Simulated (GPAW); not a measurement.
# Dielectric function and optical constants of CdNi3P (model structure), part 2 of 2

Aim: the dielectric function of CdNi3P (model structure), and the optical constants that follow from it. The cell was made here by substitution or stacking, whether or not such a phase is known. It was built so: All N replaced by P in the Pm-3m structure of CdNi3N. The cell given below was relaxed beforehand with Ansatz.

GPAW 26.7.0; DFT, revPBE, plane-wave PAW (GPAW data sets), scalar-relativistic, RPA, optical limit.

So far. Step 2 (Ground state): There are states at the Fermi level within the smearing, so the occupations stay smeared and the carriers get a Drude term.

## (4) Dielectric function, RPA

Local fields let the induced charge screen the field inside the cell, which as a rule lowers ε, most along directions where the density is uneven.

This step: DFT, revPBE, plane-wave PAW (GPAW data sets), scalar-relativistic, RPA, optical limit (GPAW 26.7.0).

df.py

```python
from gpaw.response.df import DielectricFunction

df = DielectricFunction('full.gpw', frequencies={'type': 'nonlinear', 'domega0': 0.03, 'omega2': 8},
                        ecut=50,
                        eta=0.2,
                        nbands=62,
                        rate=0.2,
                        txt='df.txt')
for direction in ['x']:
    df.get_dielectric_function(xc='RPA', direction=direction, filename=f'df_{direction}.csv')
```

Launch:

```bash
$ OMP_NUM_THREADS=1 python df.py
```

Log:

```text
Using integrator: PointIntegrator
NonLinearFrequencyDescriptor(from 0.000 to 91.912 eV, 533 points)
Nonperiodic BCs:  [False False False]
Using integrator: PointIntegrator
NonLinearFrequencyDescriptor(from 0.000 to 91.912 eV, 533 points)
Nonperiodic BCs:  [False False False]
Using integrator: PointIntegrator

Calculating chi0 body with:
    Ground state adapter containing:
    Number of spins: 2
    Number of kpoints: 512
    Number of irreducible kpoints: 35
    Number of completely occupied states: 30
    Number of partially occupied states: 36

    Linear response parametrization:
    q_c: [0.0, 0.0, 0.0]
    Number of frequency points: 533
    Planewave cutoff: 50.0
    Number of bands: 62
    Number of planewaves: 57
    Broadening (eta): 0.2

Integrating chi0 body.

Symmetries of q_c:
    Direct symmetries (Uq -> q): 48
    Indirect symmetries (TUq -> q): 0
In total 48 allowed symmetries.

35 groups of equivalent kpoints. 93.1640625% reduction.

Integral kind: spectral function

Calculating chi0 optical extensions with:
    Ground state adapter containing:
    Number of spins: 2
    Number of kpoints: 512
    Number of irreducible kpoints: 35
    Number of completely occupied states: 30
    Number of partially occupied states: 36

    Linear response parametrization:
    Number of frequency points: 533
    Planewave cutoff: 50.0
    Number of bands: 62
    Number of planewaves: 57
    Broadening (eta): 0.2
Integrating chi0 head and wings.

Symmetries of q_c:
    Direct symmetries (Uq -> q): 48
    Indirect symmetries (TUq -> q): 0
In total 48 allowed symmetries.

35 groups of equivalent kpoints. 93.1640625% reduction.

Integral kind: spectral function wings

Calculating drude chi0 with:
    Number of frequency points:533
    Plasma frequency decay rate: 0.2 eV

    Ground state adapter containing:
    Number of spins: 2
    Number of kpoints: 512
    Number of irreducible kpoints: 35
    Number of completely occupied states: 30
    Number of partially occupied states: 36

Symmetries of q_c:
    Direct symmetries (Uq -> q): 48
    Indirect symmetries (TUq -> q): 0
In total 48 allowed symmetries.

35 groups of equivalent kpoints. 93.1640625% reduction.

Integral kind: intraband
Plasma frequency:
[[4.-0.j 0.+0.j 0.+0.j]
 [0.-0.j 4.-0.j 0.+0.j]
 [0.+0.j 0.+0.j 4.-0.j]]
```

Run time: 49 s. Hardware: 1 thread of Arm Neoverse V1, shared host; peak memory 0.37 GiB.

Some rows of df_x.csv (energy; Re and Im without local fields; Re and Im with them):

```text
0.000000, 441.499453, -0.000000, 441.417395, -0.000000
0.555532, -9.527529, 60.741064, -9.586684, 60.706328
1.143969, -2.607721, 18.199602, -2.674429, 18.163757
1.768324, 3.007485, 13.468474, 2.986828, 13.432968
2.431988, 4.212655, 13.230305, 4.221477, 13.108614
3.138794, 0.678964, 10.668649, 0.646970, 10.628498
3.893091, 0.285947, 9.683176, 0.378174, 9.736943
4.699832, -0.169667, 7.002673, -0.211607, 7.169750
5.564682, -1.204220, 6.107677, -1.299467, 6.284294
6.494155, -0.331780, 5.795314, -0.665343, 5.858392
7.495775, -1.878681, 4.788241, -2.043311, 4.560252
8.578281, -1.910709, 3.320135, -1.798749, 3.184300
9.751884, -1.352933, 1.745075, -1.416156, 1.664637
11.028587, -0.843328, 1.547713, -0.801871, 1.473730
12.422601, -0.426348, 1.382247, -0.328933, 1.268824
13.950874, -0.240387, 0.918222, -0.252578, 0.831140
15.633783, -0.004997, 0.843694, 0.069299, 0.718511
17.496047, -0.088677, 0.682843, 0.097336, 0.651815
19.567954, 0.144170, 0.454450, 0.231114, 0.486374
```

Sum at mesh points, not converged in k. The Im ε, E ∥ x by photon energy; read off at these points:

photon energy (eV), Im ε, E ∥ x and a bar:
```
      1.0       22.0 ##############################
      1.5       14.7 ####################
      2.0       12.8 #################
      2.5       13.6 ##################
      3.0       11.3 ###############
      3.5        9.5 #############
      4.0        9.6 #############
      4.5        7.1 #########
      5.0        7.0 #########
      5.5        6.5 ########
      6.0        5.3 #######
      6.5        5.9 ########
      7.0        5.1 ######
      7.5        4.5 ######
      8.0        3.6 ####
      8.5        3.2 ####
      9.0        2.5 ###
      9.5        1.8 ##
     10.0        1.5 #
     10.5        1.4 #
     11.0        1.5 #
     11.5        1.2 #
     12.0        1.2 #
     12.5        1.3 #
     13.0        1.1 #
     13.5        1.0 #
     14.0        0.8 #
     14.5        0.8 
     15.0        0.8 
     15.5        0.7 
     16.0        0.8 
     16.5        0.7 
     17.0        0.8 
     17.5        0.7 
     18.0        0.6 
     18.5        0.5 
     19.0        0.5 
     19.5        0.5
```

Values under 1 per cm are given as 1; sum at mesh points, not converged in k. The absorption coefficient, E ∥ x by photon energy:

| photon energy (eV) | absorption coefficient, E ∥ x (1/cm) |
| --- | --- |
| 1.01 | 3.8e5 |
| 1.99 | 4.4e5 |
| 3.02 | 7.0e5 |
| 3.98 | 8.9e5 |
| 4.98 | 9.8e5 |
| 6.02 | 1.1e6 |
| 6.99 | 1.3e6 |
| 8.03 | 1.4e6 |
| 9.02 | 1.5e6 |
| 10.03 | 1.3e6 |
| 11.03 | 1.2e6 |
| 12.02 | 1.1e6 |
| 13.00 | 1.2e6 |
| 14.04 | 1.0e6 |
| 14.96 | 9.4e5 |
| 16.03 | 9.4e5 |
| 16.96 | 1.0e6 |
| 18.05 | 9.1e5 |
| 18.97 | 7.7e5 |

Sum at mesh points, not converged in k. The reflectivity at normal incidence, E ∥ x by photon energy; read off at these points:

| photon energy (eV) | reflectivity at normal incidence, E ∥ x (%) |
| --- | --- |
| 1.00 | 60.0 |
| 1.50 | 45.8 |
| 2.00 | 42.1 |
| 2.50 | 43.3 |
| 2.66 | 44.6 |
| 3.00 | 43.0 |
| 3.50 | 39.1 |
| 4.00 | 41.8 |
| 4.16 | 42.5 |
| 4.50 | 38.4 |
| 5.00 | 37.7 |
| 5.50 | 39.7 |
| 6.00 | 35.9 |
| 6.50 | 36.2 |
| 7.00 | 39.7 |
| 7.50 | 42.4 |
| 7.61 | 43.2 |
| 8.00 | 39.7 |
| 8.50 | 41.3 |
| 9.00 | 47.3 |
| 9.09 | 47.8 |
| 9.50 | 44.9 |
| 10.00 | 42.1 |
| 10.50 | 33.6 |
| 11.00 | 33.5 |
| 11.25 | 34.7 |
| 11.50 | 32.3 |
| 12.00 | 26.2 |
| 12.50 | 25.1 |
| 13.00 | 27.6 |
| 13.50 | 26.5 |
| 14.00 | 24.8 |
| 14.50 | 22.1 |
| 15.00 | 17.8 |
| 15.50 | 16.8 |
| 16.00 | 15.0 |
| 16.50 | 14.3 |
| 17.00 | 15.4 |
| 17.50 | 14.8 |
| 18.00 | 15.0 |
| 18.50 | 14.6 |
| 19.00 | 11.8 |
| 19.50 | 10.7 |

Sum at mesh points, not converged in k. Im ε, E ∥ x against photon energy; read off at these points:

| photon energy (eV) | without local fields | with local fields |
| --- | --- | --- |
| 1.0 | 22.0 | 22.0 |
| 1.5 | 14.8 | 14.7 |
| 2.0 | 12.9 | 12.8 |
| 2.5 | 13.7 | 13.6 |
| 3.0 | 11.3 | 11.3 |
| 3.5 | 9.54 | 9.47 |
| 4.0 | 9.56 | 9.62 |
| 4.5 | 6.99 | 7.13 |
| 5.0 | 6.90 | 7.00 |
| 5.5 | 6.36 | 6.54 |
| 6.0 | 5.15 | 5.33 |
| 6.5 | 5.80 | 5.86 |
| 7.0 | 5.24 | 5.06 |
| 7.5 | 4.77 | 4.55 |
| 8.0 | 3.91 | 3.60 |
| 8.5 | 3.37 | 3.20 |
| 9.0 | 2.53 | 2.51 |
| 9.5 | 1.89 | 1.82 |
| 10.0 | 1.58 | 1.49 |
| 10.5 | 1.59 | 1.39 |
| 11.0 | 1.58 | 1.50 |
| 11.5 | 1.27 | 1.17 |
| 12.0 | 1.31 | 1.16 |
| 12.5 | 1.36 | 1.27 |
| 13.0 | 1.15 | 1.10 |
| 13.5 | 1.03 | 0.979 |
| 14.0 | 0.922 | 0.833 |
| 14.5 | 0.896 | 0.754 |
| 15.0 | 0.878 | 0.760 |
| 15.5 | 0.839 | 0.723 |
| 16.0 | 0.853 | 0.754 |
| 16.5 | 0.833 | 0.728 |
| 17.0 | 0.843 | 0.759 |
| 17.5 | 0.682 | 0.652 |
| 18.0 | 0.593 | 0.601 |
| 18.5 | 0.496 | 0.533 |
| 19.0 | 0.461 | 0.473 |
| 19.5 | 0.459 | 0.490 |

Sum at mesh points, not converged in k. Table of loss function −Im 1/ε at q → 0, E ∥ x by energy loss; read off at these points:

energy loss (eV), loss function −Im 1/ε at q → 0, E ∥ x and a bar:
```
      1.0       0.04 
      2.0       0.07 
      3.0       0.09 #
      4.0       0.10 #
      5.0       0.14 ##
      6.0       0.18 ##
      7.0       0.18 ##
      8.0       0.23 ###
      9.0       0.23 ###
     10.0       0.40 ######
     11.0       0.52 ########
     12.0       0.78 ############
     13.0       0.79 #############
     14.0       1.11 ##################
     15.0       1.32 #####################
     16.0       1.31 #####################
     17.0       1.31 #####################
     18.0       1.62 ##########################
     18.9       1.84 ##############################
     19.0       1.80 #############################
```

Optical constants at common wavelengths, from n + ik = √ε:

| wavelength (nm) | n | k | R (%) | 1/α |
| --- | --- | --- | --- | --- |
| 1064 | 2.78 | 3.167 | 54.3 | 27 nm |
| 800 | 2.97 | 2.465 | 45.6 | 26 nm |
| 633 | 2.92 | 2.198 | 42.2 | 23 nm |
| 532 | 2.94 | 2.104 | 41.1 | 20 nm |
| 450 | 2.65 | 2.383 | 44.2 | 15 nm |
| 365 | 2.28 | 2.096 | 39.8 | 14 nm |
| 248 | 1.81 | 1.932 | 37.7 | 10 nm |

A polished face would reflect 42 % of daylight and look light grey (CIE x = 0.310, y = 0.322 under D65).

## (5) What came out

At this level (revPBE, RPA) CdNi3P is a metal. The mesh is too coarse to trust the carriers' weight, the reflectivity or the colour to better than tens of per cent. A polished face would reflect 42 % of daylight and look light grey (CIE x = 0.310, y = 0.322 under D65). The carriers' damping of 0.2 eV is typed, not computed; it shapes the response at the lowest energies. The magnetic state comes from one start and need not be the lowest. In this version of GPAW the matrix elements of the optical limit are incomplete, which can lower ε − 1 by up to a tenth where first-row anions or d states rule, and shift it by more in d metals. GPAW's carrier term has the form −ωp²/(ω + i·rate)², which damps like twice the rate and fails at low energy, so the curves leave the lowest energies out. The sum runs over mesh points 0.19 Å⁻¹ apart with no interpolation, so peaks are partly noise of the mesh, and the Drude plasma energy, a sum over the Fermi surface, isn't converged.

[Machine, clock and banner lines and Python warnings are left out of the logs.]

[Logs are printed without paths, hosts, clocks, repeated set-up lines and the standing remarks that a program may print on its own settings, such as how far it seeks lower states.]

[Hosts, paths, dates, database ids (printed as entryN), source tags and the programs' standing remarks are cut or masked in the printed files.]
